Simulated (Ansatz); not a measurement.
# Trilayer T-PtS2 in a field along the normal: induced dipole (PBEsol)

A gate puts a field across trilayer T-PtS2. How large is the induced dipole, and what happens to the gap?

All values are computed: Ansatz 0.2.0, PBEsol, plane waves, no spin–orbit coupling; sawtooth field with a dipole correction, atoms held at their zero-field places, cell area 10.87 Å². The field is the one in the vacuum. Energy changes count from the zero-field run.

| field (V/Å) | dipole (e·Å) | energy change (meV) | gap on the path (eV) |
| --- | --- | --- | --- |
| 0.05 | 0.039 | -1.0 | 0.34 |
| 0.1 | 0.078 | -3.9 | 0.34 |
| 0.2 | ? | ? | ? |
| 0.3 | 0.234 | -35.1 | 0.33 |
| 0.4 | 0.312 | -62.3 | 0.33 |

**Fit.** A least-squares line through the shown values, as rounded, is dipole = 0.000 + 0.78 × field (V/Å); it misses them by 0.000 e·Å at most. The fit misses the rows by 0.000 e·Å on average, and their plain mean by 0.107 e·Å, so the fit does better. The slope is the electronic polarisability of the cell, α = 0.78 e·Å²/V. It also sets the energy, −αF²/2 for a sheet without a dipole of its own: -62.4 meV at 0.4 V/Å. From the weakest to the strongest field the gap on the path changes by -0.01 eV.

**The withheld row.** The prediction is 0.000 + 0.78 × (0.2) = 0.156 e·Å. The run gave dipole 0.156 e·Å, energy change -15.6 meV, gap on the path 0.33 eV. The miss in dipole is +0.000 e·Å, within the scatter of the fitted rows. The mean of the shown rows would have missed by -0.010 e·Å.

Ions don't move, so the lattice part of the screening is missing; semilocal functionals overestimate polarisabilities somewhat.
